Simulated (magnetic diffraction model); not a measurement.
# NaCoS2: what an assumed order does to the neutron pattern

Space group P6_3/mmc (no. 194), a = 3.4560 Å, c = 12.3620 Å.

| site | atom | x | y | z |
| --- | --- | --- | --- | --- |
| 2a | Co | 0 | 0 | 0 |
| 4f | S | 1/3 | 2/3 | 0.0983 |
| 2d | Na | 1/3 | 2/3 | 3/4 |

The compound is invented for this exercise: a known structure type with other elements, its cell scaled to their sizes and not relaxed.

Only Co is taken to order (form factors of Co3+); orders and moment sizes are assumed, and not adapted to the symmetry. Radiation: neutrons of λ = 2.0775 Å, 5° to 100°; isotropic B of 0.27 Å² (Co), 0.34 Å² (S) and 0.34 Å² (Na). The intensities are simulated: I ∝ L Σ (|F_N|² + |F_M⊥|²) for unpolarised neutrons, with F_M = 2.695 fm/μB × Σ f(s) S exp(2πi Q·r) exp(−B s²) at Q = H ± k (one set where k and −k are equivalent), only the part normal to Q counting and L = 1/(sin²θ cos θ). For collinear order S is the moment m, which repeats by lattice and centring translations R with the sign exp(−2πi k·R). Form factors are spin-only for 3d ions and dipole or tabulated for f ions, scattering lengths are Sears's of 1992, and absorption is left out. A label names one of the reflections at its angle. The strongest nuclear line in the range is 100, and lines under 0.2 are left out.

Assume the order k = (0 0 0), collinear moments along [101], 1.8 μB on Co; signs + at (0, 0, 0), − at (0, 0, 1/2).

Q: Where does magnetic intensity appear, and how strong is it?

```csv
2θ (°),index,nuclear,magnetic
9.64,(0 0 1),0.0,10.8
19.35,(0 0 2),0.9,0.0
29.20,(0 0 3),0.0,1.0
39.28,(0 0 4),1.2,0.0
40.62,(1 0 0),5.6,0.0
41.84,(1 0 1),0.2,31.5
45.36,(1 0 2),22.3,0.0
49.69,(0 0 5),0.0,0.3
50.80,(1 0 3),100.0,13.3
57.78,(1 0 4),11.0,0.0
60.55,(0 0 6),7.1,0.0
66.04,(1 0 5),8.8,4.0
73.90,(1 1 0),63.1,0.0
74.74,(1 1 1),0.0,5.9
75.48,(1 0 6),39.7,0.0
77.24,(1 1 2),0.5,0.0
81.36,(1 1 3),0.0,4.0
84.48,(0 0 8),7.1,0.0
86.15,(1 0 7),1.5,1.2
87.06,(1 1 4),2.1,0.0
87.92,(2 0 0),1.7,0.0
88.72,(2 0 1),0.1,3.4
91.15,(2 0 2),8.2,0.0
94.34,(1 1 5),0.0,2.0
95.20,(2 0 3),42.7,2.5
```

The strongest magnetic line in the range is (1 0 1) at 41.84° (31.5). On top of the Lorentz factor, which all lines share, magnetic lines fade with angle because f falls: for Co3+ it is 0.93, 0.74, 0.53 and 0.20 at sin θ/λ = 0.1, 0.2, 0.3 and 0.5 Å⁻¹, while nuclear lengths stay constant. The order has no net moment.

[Logs are printed without paths, hosts, clocks, repeated set-up lines and the standing remarks that a program may print on its own settings, such as how far it seeks lower states.]
